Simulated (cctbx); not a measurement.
**What resolution and counting buy: Zn7Bi6**

Space group R-3m (no. 166), a = 5.5600 Å, b = 5.5600 Å, c = 30.2220 Å, α = 90.00°, β = 90.00°, γ = 120.00°.

```csv
atom,mult.,x,y,z,Ueq (Å²)
Bi1,6,1/3,2/3,0.1220,0.0244
Bi2,6,1/3,2/3,0.0187,0.0192
Bi3,6,0,0,0.1646,0.0207
Zn1,18,0.8322,0.1678,0.2566,0.0230
Zn2,3,0,0,0,0.0146
```

The model was made for the exercise: a known structure type with other elements put in, its volume estimated, not relaxed; displacement parameters are assumed.

Five simulated data sets (cctbx; Ag Kα, λ = 0.56087 Å; 4 % proportional error) differ in resolution or exposure (noise floor 8 counts in the first three, 8 in the last two). Each is refined with the right model, isotropic at 1.1 Å and anisotropic otherwise. How do the figures of merit and the uncertainties move?

| d min (Å) | top counts | ⟨I/σ⟩ (unmerged, absences included) | unique | param. (scale apart) | Rint | R1 | GooF | largest s.u. xyz (fractional) | s.u. U of Zn1 (Å²) | largest error (Å) |
| --- | --- | --- | --- | --- | --- | --- | --- | --- | --- | --- |
| 1.1 | 5000 | 3.3 | 105 | 10 | 0.043 | 0.0248 | 2.04 | 0.00040 | 0.0011 | 0.0017 |
| 0.84 | 5000 | 2.8 | 220 | 17 | 0.050 | 0.0123 | 0.86 | 0.00013 | 0.0004 | 0.0012 |
| 0.6 | 5000 | 1.9 | 546 | 17 | 0.068 | 0.0201 | 0.91 | 0.00011 | 0.0002 | 0.0010 |
| 0.75 | 300 | 0.5 | 297 | 17 | 0.332 | 0.0549 | 0.82 | 0.00095 | 0.0019 | 0.0195 |
| 0.75 | 3000 | 2.0 | 297 | 17 | 0.068 | 0.0185 | 0.82 | 0.00015 | 0.0004 | 0.0038 |

GooF reaches 2.04 where the model lacks something that the data hold (anisotropy at the isotropic level, for one). The s.u. of U for Zn1 goes 0.0011, 0.0004, 0.0002 Å² with resolution and 0.0019, 0.0004 Å² with exposure.

The 1.1 Å row also differs in its displacement model, so it isn't a clean test of resolution.

Hardware for the 0.6 Å refinement: 0.61 s on 1 thread of Arm Neoverse N1, with other jobs on the host, peak memory 0.09 GiB.

[Logs are printed without paths, hosts, clocks, repeated set-up lines and the standing remarks that a program may print on its own settings, such as how far it seeks lower states.]
